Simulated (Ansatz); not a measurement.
# BeCd (hypothetical, Pm-3m): a volume series of phonon spectra

Wanted: mode Grüneisen parameters of BeCd (hypothetical) and a free-energy fit over volumes. The crystal structure is hypothetical: it was made by swapping elements on a known structure type.

Program: Ansatz 0.2.0. Level of theory: DFT PBE, scalar-relativistic, plane waves, PAW. Results are calculated unless marked as measured.

## Step 1: Set-up

The structure is cubic, space group Pm-3m (No. 221). Conventional cell: a = 3.033 Å, b = 3.033 Å, c = 3.033 Å, α = 90.00°, β = 90.00°, γ = 90.00°. Be has 8 Cd at 2.63 Å nearest. Nearest to Cd lie 8 Be at 2.63 Å. Farther neighbours are not listed.

Structure file:

```cif
data_structure
_symmetry_space_group_name_H-M 'Pm-3m'
_symmetry_Int_Tables_number 221
_cell_length_a 3.0329
_cell_length_b 3.0329
_cell_length_c 3.0329
_cell_angle_alpha 90.000
_cell_angle_beta 90.000
_cell_angle_gamma 90.000
_cell_volume 27.90
loop_
_atom_site_label
_atom_site_type_symbol
_atom_site_symmetry_multiplicity
_atom_site_Wyckoff_symbol
_atom_site_fract_x
_atom_site_fract_y
_atom_site_fract_z
_atom_site_occupancy
Be1 Be 1 a 0.00000 0.00000 0.00000 1
Cd1 Cd 1 b 0.50000 0.50000 0.50000 1
```

## Step 2: Probe on a coarse mesh

A cheap single point shows whether the cell is a metal or an insulator and how far it is from rest; that sets the k-mesh and the occupations of what follows.

input.yaml reads:

```yaml
crystal:
  lattice:
    - [3.03292, 0.0, 0.0]
    - [0.0, 3.03292, 0.0]
    - [0.0, 0.0, 3.03292]
  atoms:
    - { symbol: Be, position: [0.0, 0.0, 0.0] }
    - { symbol: Cd, position: [0.5, 0.5, 0.5] }
kpoints:
  mp_grid: { grid: [6, 6, 6] }
hamiltonian:
  xc: pbe
scf:
  occupations: { method: gaussian, width: 0.1 }
output:
  forces: true
  stress: true
  eigenvalues: true
```

Launch:

```console
$ ansatz run input.yaml --threads 4 --pin off --max-ram 8192MiB --backend cpu --events-out ev --progress --plain --runs-dir out
```

Numbers of over 12 decimals in the logs are rounded to 6 here.

The program printed:

```text
Engine: ansatz 0.2.0, aarch64-unknown-linux-gnu
Pseudopotentials: kind: paw
Pseudopotential: Be, paw, valence charge 2, recommended cutoff 420 eV (normal), Be.paw.azcp
Pseudopotential: Cd, paw, valence charge 20, recommended cutoff 420 eV (normal), Cd.paw.azcp
Functional definition: PBE
  parameter kappa = 0.804
  parameter beta = 0.066725
  exchange = pbe_x(kappa = kappa, mu = beta*pi^2/3)
  correlation = pbe_c(beta = beta)
Crystal: 2 atoms, lattice volume = 27.899 Å³
Basis set: ecut = 420 eV, 515 PW (Γ), exchange–correlation on 48×48×48 points (8 copies of the dense FFT grid, shifted against one another)
Bands: 15, of which v1, the nominal top of the filled ones, is band 11 counted from 1 (10 counted from 0)
Symmetry: 48 space group operations
Space group: Pm-3m (ITA 221), of the structure as read, at distance tolerance 3.0e-5 Å
k-points: 20 of 216
Non-local potential: Be, projectors of the file, l = 0: 2, l = 1: 2, l = 2: 1
Non-local potential: Cd, projectors of the file, l = 0: 3, l = 1: 2, l = 2: 2, l = 3: 1
PAW form: soft (Blöchl's): semilocal exchange-correlation on the pseudo side does not see the compensation charge
PAW one-centre angular grid: Be, 110 points (default); XC on 64 Gauss nodes
PAW one-centre angular grid: Cd, 590 points (default); XC on 64 Gauss nodes
Initial density: superposition of atomic densities (neutral atoms: chi_scale 0, normalization atom), corrected by the library's trained network
Initial wavefunctions: pseudopotential atomic-orbital guess
Functional: x = pbe(κ = 0.804, μ = 0.219515), c = pbe(β = 0.066725)
SCF iter   1: F=—  HF=-8346.095282 eV  |F-HF|=—  |Δ(HF+E_count)|=         —  Δρ=1.82e-3  dr2=1.13e-3  ethr=1.77e-3  ⟨swp⟩=5.1  Hψ=1500  notcnv=0
preconditioner: auto → none  [insulator: Δε(μ)=0.140 eV  Ē_g=13.479 eV  σ=0.100 eV  W_gap=0.56  n_scr=6 (ndim 8)  ℏωp=26.3 eV  f_vac=0.000  D(μ)=0.89/eV (n_scr^D=6)  ε∞_Penn≈4.8]
SCF iter   2: F=—  HF=-8346.095185 eV  |F-HF|=—  |Δ(HF+E_count)|=   9.66e-5  Δρ=8.77e-4  dr2=1.73e-4  ethr=5.12e-6  ⟨swp⟩=2.4  Hψ=590  notcnv=0
SCF iter   3: F=—  HF=-8346.095171 eV  |F-HF|=—  |Δ(HF+E_count)|=   1.35e-5  Δρ=3.76e-4  dr2=2.67e-5  ethr=7.87e-7  ⟨swp⟩=2.6  Hψ=540  notcnv=0
SCF iter   4: F=—  HF=-8346.095150 eV  |F-HF|=—  |Δ(HF+E_count)|=   2.19e-5  Δρ=7.20e-5  dr2=8.26e-7  ethr=1.21e-7  ⟨swp⟩=2.3  Hψ=439  notcnv=0
iter 5 did not close the SCF: its close was put off for the readings that it lacked (scf_convergence_deferred on its scf_iter line)
SCF iter   5: F=-8346.095150 eV  HF=-8346.095150 eV  |F-HF|=8.69e-10  |Δ(HF+E_count)|=   3.77e-7  Δρ=6.50e-6  dr2=6.72e-9  ethr=3.76e-9  ⟨swp⟩=1.4  Hψ=349  notcnv=0
SCF iter   6: F=-8346.095150 eV  HF=-8346.095150 eV  |F-HF|=3.57e-10  |Δ(HF+E_count)|=  9.66e-10  Δρ=9.59e-7  dr2=4.42e-10  ethr=3.05e-11  ⟨swp⟩=2.3  Hψ=888  notcnv=0
SCF 1 converged in 6 iterations: F = -8346.095150 eV  dr2 = 4.42e-10
  greatest PAW one-centre occupation: 1.000 electrons in one spin orbital (limit 2), on the Cd atom at site 1 (counted from 0), in its partial waves of l = 0
SCF converged after 6 iterations
Free energy (F): -8346.095150 eV
Harris-Foulkes:  -8346.095150 eV  (|F-HF|=3.57e-10)
Internal energy: -8346.090629 eV  (E = F + TS)
E sigma→0 (E₀):  -8346.092889 eV
Entropy (-TS):   -0.004521 eV (-2.261 meV/atom)
Fermi energy:    14.922170 eV
--- Per-component energies (eV) ---
  E_band       = -390.573120
  E_kinetic    = 524.173058
  E_local      = -3220.331000  (includes V_loc(G=0)·N_el)
  E_nonlocal   = 35.305764
  E_hartree    = 1525.178456
  E_xc         = -197.326859
  E_vxc        = -243.712850  (∫ρ·V_xc dr)
  E_paw        = -4139.677156  (= ΣΔE_a)
  E_vpaw       = -536.363605  (= ΣTr[D̂ρ^β])
  E_aug_tail   = 0.000014  (compensation charges beyond the density's cutoff)
  E_ewald      = -2873.412905
  E_smearing   = -0.004521  (= −TS)
  E_closure    = 0.000000  (closes the sum)
  Σ components = -8346.095150   (vs F -8346.095150, Δ=0.00e0)
--- Forces (eV/Å), atoms counted from 1 ---
  atom   1  Be    -0.00000000     0.00000000     0.00000000
  atom   2  Cd     0.00000000    -0.00000000    -0.00000000
  max |Σ_I F_I| component: 8.75e-29 eV/Å
--- Stress (GPa, compression-positive) ---
        7.274761       0.000000       0.000000
        0.000000       7.274761       0.000000
        0.000000       0.000000       7.274761
  P = ⅓ Tr σ = 7.2748 GPa (72.748 kbar)
--- Band table (eV; the first three rows and the last of 20) ---
  k-point 0: bands = [... 7 lower, 5.3591, 5.3591, 5.3591, 17.3451, 17.3451, 17.3451, 23.5959, 23.5959]
  k-point 1: bands = [... 7 lower, 5.2319, 5.2319, 5.3702, 15.0711, 17.9297, 17.9297, 23.6360, 24.1934]
  k-point 2: bands = [... 7 lower, 4.9918, 5.3925, 6.0090, 11.5936, 19.4681, 19.4681, 23.7325, 24.4911]
  k-point 19: bands = [... 7 lower, 5.8226, 5.8226, 16.2777, 16.2777, 16.2777, 16.3603, 16.3603, 16.3603]
```

It took 0.88 s on 4 threads of Arm Neoverse V1, shared host; peak memory 0.27 GiB.

This step gave:

| Property | Result |
| --- | --- |
| pressure | 7.275 GPa |
| volume per atom | 13.95 Å³ |
| gap on the k-mesh | 0 eV |

The start is under 7.3 GPa at this level and looks like a metal on this mesh.

## Step 3: Finding the static equilibrium

Phonons are second derivatives about a minimum, so cell and atoms are relaxed first, inside the symmetry of the start.

input.yaml, the sections that differ from step 2:

```yaml
kpoints:
  mp_grid: { grid: [14, 14, 14] }
relax:
  adjacent_minimum: "off"
  f_tol: 0.005
  max_steps: 80
  cell: { stress_tol: 0.05 }
# crystal, hamiltonian, scf, output: as in step 2
```

The program printed:

```text
[...]
Crystal: 2 atoms, lattice volume = 27.899 Å³
Basis set: ecut = 420 eV, 515 PW (Γ), exchange–correlation on 48×48×48 points (8 copies of the dense FFT grid, shifted against one another)
Bands: 15, of which v1, the nominal top of the filled ones, is band 11 counted from 1 (10 counted from 0)
Symmetry: 48 space group operations
[...]
k-points: 120 of 2744
[...]
SCF iter   1: F=—  HF=-8346.121897 eV  |F-HF|=—  |Δ(HF+E_count)|=         —  Δρ=1.50e-3  dr2=5.09e-4  ethr=1.77e-3  ⟨swp⟩=5.1  Hψ=9100  notcnv=0
[...]
SCF iter   6: F=-8346.121982 eV  HF=-8346.121982 eV  |F-HF|=1.88e-8  |Δ(HF+E_count)|=   5.71e-8  Δρ=6.68e-6  dr2=2.43e-8  ethr=4.55e-10  ⟨swp⟩=4.2  Hψ=5316  notcnv=0
SCF 1 converged in 6 iterations: F = -8346.121982 eV  dr2 = 2.43e-8
[...]
relax step   1: F+E_penalty+E_count = -8346.12198210 eV  Δ(F+E_penalty+E_count) = +0.000e0 eV  max|allowed force component| = 1.670e-29 eV/Å  Δτ_max = 0.0000 Å  P = +6.052 GPa  Ω = 27.899 Å³  (6 SCF iters, dr2 threshold 1.00e-7 eV, accepted)
Crystal: 2 atoms, lattice volume = 30.667 Å³
Basis set: ecut = 420 eV, 619 PW (Γ), exchange–correlation on 48×48×48 points (8 copies of the dense FFT grid, shifted against one another)
[...]
iter 1 solved again at ethr=1.93e-4 eV; its pass at ethr=3.10e-3 eV (dr2=4.24e-2 eV) is discarded
[...]
SCF iter   5: F=-8346.150924 eV  HF=-8346.150924 eV  |F-HF|=5.84e-10  |Δ(HF+E_count)|=   3.53e-6  Δρ=1.34e-5  dr2=2.00e-8  ethr=9.09e-10  ⟨swp⟩=6.2  Hψ=9378  notcnv=0
SCF 2 converged in 5 iterations: F = -8346.150924 eV  dr2 = 2.00e-8
relax step   2: F+E_penalty+E_count = -8346.15092387 eV  Δ(F+E_penalty+E_count) = -2.894e-2 eV  max|allowed force component| = 1.703e-29 eV/Å  Δτ_max = 0.0000 Å  P = -1.850 GPa  Ω = 30.667 Å³  energy of the carried Pulay correction = -1.082e-3 eV  (5 SCF iters, dr2 threshold 2.00e-7 eV, accepted)
Crystal: 2 atoms, lattice volume = 29.971 Å³
Basis set: ecut = 420 eV, 587 PW (Γ), exchange–correlation on 48×48×48 points (8 copies of the dense FFT grid, shifted against one another)
[...]
SCF iter   5: F=-8346.155799 eV  HF=-8346.155799 eV  |F-HF|=3.73e-10  |Δ(HF+E_count)|=   1.95e-7  Δρ=2.99e-6  dr2=1.23e-9  ethr=7.61e-10  ⟨swp⟩=2.0  Hψ=6637  notcnv=0
SCF 3 converged in 5 iterations: F = -8346.155799 eV  dr2 = 1.23e-9
relax step   3: F+E_penalty+E_count = -8346.15579892 eV  Δ(F+E_penalty+E_count) = -4.875e-3 eV  max|allowed force component| = 4.174e-30 eV/Å  Δτ_max = 0.0000 Å  P = -0.242 GPa  Ω = 29.971 Å³  energy of the carried Pulay correction = -8.199e-4 eV  (5 SCF iters, dr2 threshold 2.00e-7 eV, accepted)
[...]
relax step   4: F+E_penalty+E_count = -8346.15590927 eV  Δ(F+E_penalty+E_count) = -1.104e-4 eV  max|allowed force component| = 2.117e-29 eV/Å  Δτ_max = 0.0000 Å  P = -0.008 GPa  Ω = 29.876 Å³  energy of the carried Pulay correction = -7.836e-4 eV  (4 SCF iters, dr2 threshold 1.46e-7 eV, accepted)
[...]
SCF iter   6: F=-8346.156646 eV  HF=-8346.156646 eV  |F-HF|=0.00e0  |Δ(HF+E_count)|=  5.46e-11  Δρ=2.02e-8  dr2=5.92e-14  ethr=1.00e-12  ⟨swp⟩=4.8  Hψ=5991  notcnv=0
SCF 5 converged in 6 iterations: F = -8346.156646 eV  dr2 = 5.92e-14
relax step   5: F+E_penalty+E_count = -8346.15664606 eV  Δ(F+E_penalty+E_count) = -7.368e-4 eV  max|allowed force component| = 3.810e-29 eV/Å  Δτ_max = 0.0000 Å  P = -0.016 GPa  Ω = 29.876 Å³  stress off target by 1.62e-2 GPa  SCF on the basis re-selected at this cell (its energy is not comparable with the rows above)  (6 SCF iters)
basis re-selected at this cell: Δ(F+E_penalty+E_count) = -7.368e-4 eV, ΔP = -0.009 GPa vs the last step (what re-selecting the basis moved, of the pressure what is left beyond the Pulay correction that the steps carried, after the strain that the cell walked since its last selection, with what the two solves' SCF thresholds leave and, on support functions, any second-order correction that the steps lacked; it is no m [...]
SCF converged after 6 iterations
Free energy (F): -8346.156646 eV
[...]
Internal energy: -8346.153223 eV  (E = F + TS)
E sigma→0 (E₀):  -8346.154935 eV
Entropy (-TS):   -0.003423 eV (-1.711 meV/atom)
Fermi energy:    13.507938 eV
[...]
--- Stress (GPa, compression-positive) ---
       -0.016218      -0.000000       0.000000
       -0.000000      -0.016218      -0.000000
        0.000000      -0.000000      -0.016218
  P = ⅓ Tr σ = -0.0162 GPa (-0.162 kbar)
--- Band table (eV; the first three rows and the last of 120) ---
  k-point 0: bands = [... 7 lower, 4.2839, 4.2839, 4.2839, 16.1048, 16.1048, 16.1048, 22.0801, 22.0801]
  k-point 1: bands = [... 7 lower, 4.2622, 4.2622, 4.2857, 15.5641, 16.2068, 16.2068, 22.0960, 22.2356]
  k-point 2: bands = [... 7 lower, 4.2023, 4.2023, 4.2910, 14.3437, 16.5064, 16.5064, 22.1427, 22.2840]
  k-point 119: bands = [... 7 lower, 4.6897, 4.6897, 14.9762, 14.9762, 14.9762, 15.1629, 15.1629, 15.1629]
--- Relaxed structure (4 steps of the walk, 4 accepted, 1 SCFs on fresh bases) ---
  F+E_penalty+E_count = -8346.15664606 eV   max|allowed force component| = 3.810e-29 eV/Å   (the final SCF, on the basis selected at the relaxed cell)
  cell:  # Å, volume = 29.8757 Å³
    - [3.102936, 0, 0]
    - [0, 3.102936, 0]
    - [0, 0, 3.102936]
  atoms:
    - { symbol: Be, position: [0, 0, 0] }
    - { symbol: Cd, position: [0.500000, 0.500000, 0.500000] }
```

Run time: 4.5 s. Hardware: 4 threads; peak memory 0.36 GiB; 16 s of CPU time.

The steps of the relaxation:

```csv
step,energy less that of the first step (eV),largest force component (eV/Å),pressure (GPa),volume (Å³)
1,0.0000,0.0000,6.05,27.90
2,-0.0289,0.0000,-1.85,30.67
3,-0.0338,0.0000,-0.24,29.97
4,-0.0339,0.0000,-0.01,29.88
5*,-0.0347,0.0000,-0.02,29.88
```

Relaxation steps marked * repeat the geometry before them on a plane-wave basis chosen anew for their cell, so energy and pressure can jump there.

The run keeps the 48 symmetry operations that it works with, so distortions that break them were not tested.

```
conventional cell, symmetrised  before  after  change
                         a (Å)   3.033  3.103  +2.3 %
                         b (Å)   3.033  3.103  +2.3 %
                         c (Å)   3.033  3.103  +2.3 %
              volume (Å³/atom)   13.95  14.94  +7.1 %
```

Final coordinates:

```
Be Cd
1.0
     3.10294    0.00000    0.00000
     0.00000    3.10294    0.00000
     0.00000    0.00000    3.10294
Be Cd
1 1
Direct
  0.00000 0.00000 0.00000
  0.50000 0.50000 0.50000
```

This step gave:

```
pressure        : -0.01622 GPa
volume per atom : 14.94 Å³
```

The relaxation ends with a pressure of -0.02 GPa.

## Step 4: A run with changed settings

One run with other settings shows how much the ground state depends on them.

This step: DFT PBE, scalar-relativistic, plane waves, PAW; settings changed (Ansatz 0.2.0).

input.yaml reads:

```yaml
crystal:
  lattice:
    - [3.1029361461, 0.0, 0.0]
    - [0.0, 3.1029361461, 0.0]
    - [0.0, 0.0, 3.1029361461]
  atoms:
    - { symbol: Be, position: [0.0, 0.0, 0.0] }
    - { symbol: Cd, position: [0.5, 0.5, 0.5] }
kpoints:
  mp_grid: { grid: [14, 14, 14] }
hamiltonian:
  xc: pbe
scf:
  occupations: { method: fermi_dirac, width: 0.3 }
  n_extra_bands: 0
  max_iter: 60
output:
  forces: true
  eigenvalues: true
  stress: true
```

The program printed:

```text
Error: inconsistent input (scf.n_extra_bands, scf.occupations.method): n_bands = 11 leaves no empty band above the 11 bands per channel that the deck's 22 electrons occupy, and the occupations search for the Fermi level (a smearing at a finite width, or tetrahedra): a level found among occupied bands alone can fill a metal as an insulator; raise scf.n_extra_bands until at least 12 bands are solved (omitted, it auto-derives to 16) (see scf.n_extra_bands in the input reference)
```

Run time: 0.05 s. Hardware: 4 threads; peak memory 0.07 GiB.

The input was rejected at the start.

The program's message: “Error: inconsistent input (scf.n_extra_bands, scf.occupations.method): n_bands = 11 leaves no empty band above the 11 bands per channel that the deck's 22 electrons occupy, and the occupations search …”

The change that led to it: scf.n_extra_bands = 0 and scf.occupations = {"method": "fermi_dirac", "width": 0.3}.

## Step 5: Relaxing to small residual forces and stress

The thresholds are tightened for a last relaxation ahead of the phonons, and where mesh or smearing change with them the cell follows.

This step: DFT PBE, scalar-relativistic, plane waves, PAW (Ansatz 0.2.0).

input.yaml, the sections that differ from step 4:

```yaml
kpoints:
  mp_grid: { grid: [16, 16, 16] }
scf:
  occupations: { method: methfessel_paxton, width: 0.2 }
output:
  forces: true
  stress: true
  eigenvalues: true
relax:
  adjacent_minimum: "off"
  f_tol: 0.001
  max_steps: 60
  cell: { stress_tol: 0.01 }
# crystal, hamiltonian: as in step 4
```

The program printed:

```text
[...]
Crystal: 2 atoms, lattice volume = 29.876 Å³
Basis set: ecut = 420 eV, 587 PW (Γ), exchange–correlation on 48×48×48 points (8 copies of the dense FFT grid, shifted against one another)
Bands: 15, of which v1, the nominal top of the filled ones, is band 11 counted from 1 (10 counted from 0)
Symmetry: 48 space group operations
[...]
k-points: 165 of 4096
[...]
k-point 164: bands = [... 7 lower, 4.6325, 4.6325, 14.8966, 14.8966, 14.8966, 15.0924, 15.0924, 15.0924]
--- Relaxed structure (3 steps of the walk, 3 accepted, 1 SCFs on fresh bases) ---
[...]
cell:  # Å, volume = 30.0045 Å³
    - [3.107388, 0, 0]
    - [0, 3.107388, 0.0]
    - [0, 0.0, 3.107388]
  atoms:
    - { symbol: Be, position: [0, 0, 0] }
    - { symbol: Cd, position: [0.5, 0.5, 0.5] }
[key lines of the parts left out:]
SCF converged after 5 iterations
Free energy (F): -8346.153173 eV
Fermi energy:    13.498692 eV
P = ⅓ Tr σ = -0.0018 GPa (-0.018 kbar)
```

Elapsed: 4.7 s, on 4 threads; peak memory 0.38 GiB.

Relaxation path:

```csv
step,energy less that of the first step (eV),largest force component (eV/Å),pressure (GPa),volume (Å³)
1,0.0000,0.0000,0.32,29.88
2,0.0000,0.0000,-0.16,30.07
3,-0.0001,0.0000,0.00,30.00
4*,-0.0001,0.0000,0.00,30.00
```

Relaxation steps marked * repeat the geometry before them on a plane-wave basis chosen anew for their cell, so energy and pressure can jump there.

The run keeps the 48 symmetry operations that it works with, so distortions that break them were not tested.

```csv
"conventional cell, symmetrised",before,after,change
a (Å),3.103,3.107,+0.1 %
b (Å),3.103,3.107,+0.1 %
c (Å),3.103,3.107,+0.1 %
volume (Å³/atom),14.94,15.00,+0.4 %
```

Final coordinates:

```
Be Cd
1.0
     3.10739    0.00000    0.00000
     0.00000    3.10739    0.00000
     0.00000    0.00000    3.10739
Be Cd
1 1
Direct
  0.00000 0.00000 0.00000
  0.50000 0.50000 0.50000
```

Numbers from this step:

| Item | Value |
| --- | --- |
| pressure | -0.001765 GPa |
| volume per atom | 15.00 Å³ |

The residual pressure is -0.0018 GPa, small enough for phonons.

## Step 6: Other settings for the ground state: kpoints.mp_grid.shift = [0.5, 0.5, 0.5]

One run with other settings shows how much the ground state depends on them.

This step: DFT PBE, scalar-relativistic, plane waves, PAW; settings changed (Ansatz 0.2.0).

input.yaml reads:

```yaml
crystal:
  lattice:
    - [3.1073878342, 0.0, 0.0]
    - [0.0, 3.1073878342, 0.0]
    - [0.0, 0.0, 3.1073878342]
  atoms:
    - { symbol: Be, position: [0.0, 0.0, 0.0] }
    - { symbol: Cd, position: [0.5, 0.5, 0.5] }
kpoints:
  mp_grid: { grid: [16, 16, 16], shift: [0.5, 0.5, 0.5] }
hamiltonian:
  xc: pbe
scf:
  occupations: { method: methfessel_paxton, width: 0.2 }
output:
  forces: true
  eigenvalues: true
  stress: true
```

The program printed:

```text
[...]
Crystal: 2 atoms, lattice volume = 30.004 Å³
Basis set: ecut = 420 eV, 587 PW (Γ), exchange–correlation on 48×48×48 points (8 copies of the dense FFT grid, shifted against one another)
Bands: 15, of which v1, the nominal top of the filled ones, is band 11 counted from 1 (10 counted from 0)
Symmetry: 48 space group operations
[...]
k-points: 120 of 4096
[...]
--- Band table (eV; the first three rows and the last of 120) ---
  k-point 0: bands = [... 7 lower, 4.2119, 4.2143, 4.2143, 15.9347, 15.9347, 15.9989, 22.1353, 22.1353]
  k-point 1: bands = [... 7 lower, 4.1814, 4.1819, 4.2168, 15.1825, 16.0881, 16.1375, 22.1632, 22.2344]
  k-point 2: bands = [... 7 lower, 4.1228, 4.1273, 4.2221, 14.0397, 16.3873, 16.4342, 22.2179, 22.2705]
  k-point 119: bands = [... 7 lower, 4.6069, 4.6069, 13.7735, 14.4912, 14.4912, 15.1352, 15.5879, 15.5879]
[key lines of the parts left out:]
SCF converged after 7 iterations
Free energy (F): -8346.156251 eV
Fermi energy:    13.451947 eV
P = ⅓ Tr σ = -0.2857 GPa (-2.857 kbar)
```

Wall time 0.9 s (4 threads); peak memory 0.34 GiB.

The run ends at a pressure of -0.29 GPa.

(Continued in part 2 of 3.)

[Logs are printed without paths, hosts, clocks, repeated set-up lines and the standing remarks that a program may print on its own settings, such as how far it seeks lower states.]

[Hosts, paths, dates, database ids (printed as entryN), source tags and the programs' standing remarks are cut or masked in the printed files.]

[A step with changed settings may run another functional than the one named; its input shows which.]


